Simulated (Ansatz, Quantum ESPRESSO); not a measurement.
# vacuum gap of 4.5 Å between two Ta(110) faces: ballistic transmission, part 3 of 4

Wanted: the transmission near the Fermi level and the conductance of this junction: vacuum gap of 4.5 Å between two Ta(110) faces.

Quantum ESPRESSO 7.5; plane-wave DFT, PBE, JTH PAW pseudopotentials; cross-check by Ansatz 0.2.0 with PAW datasets.

So far. Step 3 (The open system): The run is unpolarised; a magnetic state was not tried, may lie lower and would change T. Step 3 (The open system): At no point does T exceed the number of channels.

## (4) The open system, with nz1 = 11

Level of this step: transmission by pwcond, lead and junction from one cell; plane-wave DFT, PBE, JTH PAW pseudopotentials (Quantum ESPRESSO).

A sensitivity test on the input.

Input file cond.w.in:

```
&inputcond
  outdir = './out'
  prefixt = 'scf'
  tran_file = 'cond.w.dat'
  bdl = 1.4142135633
  bds = 11.9620234036
  ikind = 1
  ewind = 4.0
  epsproj = 1e-05
  nz1 = 11
  energy0 = 0.4
  denergy = -0.4
/
31
  0.00000000 0.00000000 0.01000000
  0.00000000 0.10000000 0.02000000
  0.00000000 0.20000000 0.02000000
  0.00000000 0.30000000 0.02000000
  0.00000000 0.40000000 0.02000000
  0.00000000 0.50000000 0.01000000
  0.10000000 0.00000000 0.04000000
  0.10000000 0.20000000 0.04000000
  0.10000000 0.30000000 0.04000000
  0.10000000 0.40000000 0.04000000
  0.10000000 0.50000000 0.04000000
  0.20000000 0.00000000 0.04000000
  0.20000000 0.10000000 0.02000000
  0.20000000 0.30000000 0.04000000
  0.20000000 0.40000000 0.04000000
  0.20000000 0.50000000 0.04000000
  0.20000000 0.60000000 0.02000000
  0.30000000 0.00000000 0.04000000
  0.30000000 0.10000000 0.04000000
  0.30000000 0.40000000 0.04000000
  0.30000000 0.50000000 0.04000000
  0.30000000 0.60000000 0.04000000
  0.40000000 0.00000000 0.04000000
  0.40000000 0.10000000 0.04000000
  0.40000000 0.20000000 0.02000000
  0.40000000 0.50000000 0.04000000
  0.40000000 0.60000000 0.04000000
  0.40000000 0.70000000 0.02000000
  0.50000000 0.00000000 0.02000000
  0.50000000 0.10000000 0.04000000
  0.50000000 0.20000000 0.04000000
3
```

On the command line:

```bash
$ OMP_NUM_THREADS=1 mpirun -n 4 pwcond.x -in cond.w.in > cond.w.out
```

Log:

```text
[banner, memory and clock lines left out]
Program PWCOND v.7.5 starts
[citation notice left out]

[...]
./out/scf.save/
     file Ta.GGA_PBE-JTH.UPF: wavefunction(s)  5S 6S 5P 6P 5D 0D renormalized

     IMPORTANT: XC functional enforced from input :
     Exchange-correlation= PBE
                           (   1   4   3   4   0   0   0)
     Any further DFT definition will be discarded
     Please, verify this is what you really want

     Reading collected, re-writing distributed wavefunctions

===== INPUT FILE containing all the regions =====

     GEOMETRY:

     lattice parameter (alat)  =       6.2739  a.u.
     the volume                =    2088.8175 (a.u.)^3
     the cross section         =      27.8329 (a.u.)^2
     l of the unit cell        =      11.9620 (alat)
     number of atoms/cell      =           16
     number of atomic types    =            1

     crystal axes: (cart. coord. in units of alat)
               a(1) = (  1.0000  0.0000  0.0000 )
               a(2) = (  0.5000  0.7071  0.0000 )
               a(3) = (  0.0000  0.0000 11.9620 )

   Cartesian axes

     site n.     atom                  positions (alat units)
          1        Ta     tau(  1)=(  0.0000  0.0000 11.9620  )
          2        Ta     tau(  2)=(  0.5000  0.0000  0.7071  )
          3        Ta     tau(  3)=(  0.0000  0.0000  1.4142  )
          4        Ta     tau(  4)=(  0.5000  0.0000  2.1213  )
          5        Ta     tau(  5)=(  0.0000  0.0000  2.8284  )
          6        Ta     tau(  6)=(  0.5000  0.0000  3.5355  )
          7        Ta     tau(  7)=(  0.0000  0.0000  4.2426  )
          8        Ta     tau(  8)=(  0.5000  0.0000  4.9497  )
          9        Ta     tau(  9)=(  0.0000  0.0000  6.3052  )
         10        Ta     tau( 10)=(  0.5000  0.0000  7.0123  )
         11        Ta     tau( 11)=(  0.0000  0.0000  7.7194  )
         12        Ta     tau( 12)=(  0.5000  0.0000  8.4265  )
         13        Ta     tau( 13)=(  0.0000  0.0000  9.1336  )
         14        Ta     tau( 14)=(  0.5000  0.0000  9.8407  )
         15        Ta     tau( 15)=(  0.0000  0.0000 10.5478  )
         16        Ta     tau( 16)=(  0.5000  0.0000 11.2549  )

     nr1s                      =           27
     nr2s                      =           24
     nr3s                      =          324
     nr1sx                     =           27
     nr2sx                     =           24
     nr3sx                     =          324
     nr1                       =           40
     nr2                       =           36
     nr3                       =          480
     nr1x                      =           40
     nr2x                      =           36
     nr3x                      =          480

 _______________________________
  Radii of nonlocal spheres:

     type       ibeta     ang. mom.          radius (alat units)
       Ta         1         0                    0.3812
       Ta         2         0                    0.3812
       Ta         3         1                    0.3812
       Ta         4         1                    0.3812
       Ta         5         2                    0.3812
       Ta         6         2                    0.3812
----- General information -----

--- T calc. with identical leads (ikind=1) ---

     nrx                       =           27
     nry                       =           24
     nz1                       =           11

     energy0               =         4.0E-01
     denergy               =        -4.0E-01
     nenergy               =          3
     ecut2d                =         4.5E+01
     ewind                 =         4.0E+00
     epsproj               =         1.0E-05

     number of k_|| points=   31
                       cryst. coord.
        k(    1) = (   0.0000000   0.0000000), wk =   0.0100000
        k(    2) = (   0.0000000   0.1000000), wk =   0.0200000
[...]
k(   31) = (   0.5000000   0.2000000), wk =   0.0400000
----- Information about left/right lead -----

     nocros                   =           18
     noins                    =           18
     norb                     =           54
     norbf                    =          270
     nrz                      =           38

      iorb      type   ibeta   ang. mom.   m       position (alat)
        1        1       1        0        1   taunew(   1)=(  0.0000  0.0000  0.0000)
        2        1       2        0        1   taunew(   2)=(  0.0000  0.0000  0.0000)
[...]
54        1       6        2        5   taunew(  54)=(  0.0000  0.0000  1.4142)
    k slab    z(k)  z(k+1)     crossing(iorb=1,norb)
    1   0.0000 0.0372 0.0372   111111111111111111000000000000000000000000000000000000
    2   0.0372 0.0744 0.0372   111111111111111111000000000000000000000000000000000000
[...]
38   1.3770 1.4142 0.0372   000000000000000000000000000000000000111111111111111111
----- Information about scattering region -----

     noins                    =          234
     norb                     =          270
     norbf                    =          270
     nrz                      =          286

      iorb      type   ibeta   ang. mom.   m       position (alat)
        1        1       1        0        1   taunew(   1)=(  0.0000  0.0000 -0.0000)
        2        1       2        0        1   taunew(   2)=(  0.0000  0.0000 -0.0000)
[...]
270        1       6        2        5   taunew( 270)=(  0.0000  0.0000 10.5478)
 ngper, shell number =           99          25
 ngper, n2d =           99          72
---  E-Ef =    0.4000000  k =    0.0000000   0.0000000
---  ie =          1  ik =          1
 Nchannels of the left tip =            3
 Right moving states:
   k1(2pi/a)   k2(2pi/a)   E-Ef (eV)
  -0.2235508  -0.0000003   0.4000000
  -0.2404920   0.0000011   0.4000000
  -0.3208301   0.0000115   0.4000000
 Left moving states:
   k1(2pi/a)   k2(2pi/a)   E-Ef (eV)
   0.2235508  -0.0000003   0.4000000
   0.2404920   0.0000011   0.4000000
   0.3208301   0.0000115   0.4000000

 to transmit
 Band j to band i transmissions and reflections:
    j         i     |T_ij|^2    |R_ij|^2

    1 -->     1     0.00004     0.99996
    1 -->     2     0.00000     0.00000
    1 -->     3     0.00000     0.00000
   Total T_j, R_j =    0.00004  0.99996

    2 -->     1     0.00000     0.00000
    2 -->     2     0.54358     0.18131
    2 -->     3     0.06108     0.21403
   Total T_j, R_j =    0.60466  0.39534

    3 -->     1     0.00000     0.00000
    3 -->     2     0.06169     0.21398
    3 -->     3     0.00495     0.71937
   Total T_j, R_j =    0.06665  0.93335

E-Ef(ev), T(x2 spins) =    0.4000000   1.3426945
---  E-Ef =    0.0000000  k =    0.0000000   0.0000000
---  ie =          2  ik =          1
 Nchannels of the left tip =            3
 Right moving states:
   k1(2pi/a)   k2(2pi/a)   E-Ef (eV)
  -0.3273471  -0.0000040   0.0000000
  -0.3499835  -0.0000003   0.0000000
  -0.4634185   0.0000148   0.0000000
 Left moving states:
   k1(2pi/a)   k2(2pi/a)   E-Ef (eV)
   0.3273470  -0.0000040   0.0000000
   0.3499835  -0.0000003   0.0000000
   0.4634186   0.0000148   0.0000000

 to transmit
 Band j to band i transmissions and reflections:
    j         i     |T_ij|^2    |R_ij|^2

    1 -->     1     0.28201     0.09566
    1 -->     2     0.00000     0.00000
    1 -->     3     0.10759     0.51474
   Total T_j, R_j =    0.38960  0.61040

    2 -->     1     0.00000     0.00000
    2 -->     2     0.00013     0.99987
    2 -->     3     0.00000     0.00000
   Total T_j, R_j =    0.00013  0.99987

    3 -->     1     0.10507     0.51471
    3 -->     2     0.00000     0.00000
    3 -->     3     0.03502     0.34520
   Total T_j, R_j =    0.14009  0.85991

E-Ef(ev), T(x2 spins) =    0.0000000   1.0596280
---  E-Ef =   -0.4000000  k =    0.0000000   0.0000000
---  ie =          3  ik =          1
 Nchannels of the left tip =            1
 Right moving states:
   k1(2pi/a)   k2(2pi/a)   E-Ef (eV)
  -0.4640719  -0.0000003  -0.4000000
 Left moving states:
   k1(2pi/a)   k2(2pi/a)   E-Ef (eV)
   0.4640719  -0.0000003  -0.4000000

 to transmit
 Band j to band i transmissions and reflections:
    j         i     |T_ij|^2    |R_ij|^2

    1 -->     1     0.00021     0.99979
   Total T_j, R_j =    0.00021  0.99979

E-Ef(ev), T(x2 spins) =   -0.4000000   0.0004102
 ngper, shell number =           99          52
 ngper, n2d =           99          76
[... further energies and points left out ...]
---  E-Ef =    0.4000000  k =    0.5000000   0.2000000
---  ie =          1  ik =         31
 Nchannels of the left tip =            1
 Right moving states:
   k1(2pi/a)   k2(2pi/a)   E-Ef (eV)
  -0.1595095   0.0000008   0.4000000
 Left moving states:
   k1(2pi/a)   k2(2pi/a)   E-Ef (eV)
   0.1595095   0.0000008   0.4000000

 to transmit
 Band j to band i transmissions and reflections:
    j         i     |T_ij|^2    |R_ij|^2

    1 -->     1     0.11265     0.88735
   Total T_j, R_j =    0.11265  0.88735

E-Ef(ev), T(x2 spins) =    0.4000000   0.2252948
---  E-Ef =    0.0000000  k =    0.5000000   0.2000000
---  ie =          2  ik =         31
 Nchannels of the left tip =            1
 Right moving states:
   k1(2pi/a)   k2(2pi/a)   E-Ef (eV)
  -0.2548726   0.0000087   0.0000000
 Left moving states:
   k1(2pi/a)   k2(2pi/a)   E-Ef (eV)
   0.2548726   0.0000087   0.0000000

 to transmit
 Band j to band i transmissions and reflections:
    j         i     |T_ij|^2    |R_ij|^2

    1 -->     1     0.47086     0.52914
   Total T_j, R_j =    0.47086  0.52914

E-Ef(ev), T(x2 spins) =    0.0000000   0.9417189
---  E-Ef =   -0.4000000  k =    0.5000000   0.2000000
---  ie =          3  ik =         31
 Nchannels of the left tip =            1
 Right moving states:
   k1(2pi/a)   k2(2pi/a)   E-Ef (eV)
   0.3408398  -0.0000950  -0.4000000
 Left moving states:
   k1(2pi/a)   k2(2pi/a)   E-Ef (eV)
  -0.3408400  -0.0000950  -0.4000000

 to transmit
 Band j to band i transmissions and reflections:
    j         i     |T_ij|^2    |R_ij|^2

    1 -->     1     0.49566     0.50429
   Total T_j, R_j =    0.49566  0.50429

E-Ef(ev), T(x2 spins) =   -0.4000000   0.9913192
   T_tot     0.40000      0.46879E+00
   T_tot     0.00000      0.58745E+00
   T_tot    -0.40000      0.55340E+00

[...]
```

It took 3.9 min on 4 MPI ranks of Arm Neoverse V2, shared host; peak memory 0.36 GiB.

Beside the run it was changed from:

```
                                  quantity  this run  unchanged run  difference
 transmission at the Fermi level, one spin    0.2937         0.2940     -2.4e-4
lead channels at the Fermi level, one spin      1.61           1.61           0
                             wall time (s)       232            194
```

Over all energies T moves by up to 3.9e-4, at 0.4 eV.

The physical values in this table move by up to 0.083 %.

(Continued in part 4 of 4.)

[Logs are printed without paths, hosts, clocks, repeated set-up lines and the standing remarks that a program may print on its own settings, such as how far it seeks lower states.]

[Hosts, paths, dates, database ids (printed as entryN), source tags and the programs' standing remarks are cut or masked in the printed files.]

[Maps of the electrostatic potential energy from Ansatz leave out the sawtooth potential of an applied field or a dipole correction, so their vacuum need not be flat; planar profiles and work functions include it.]
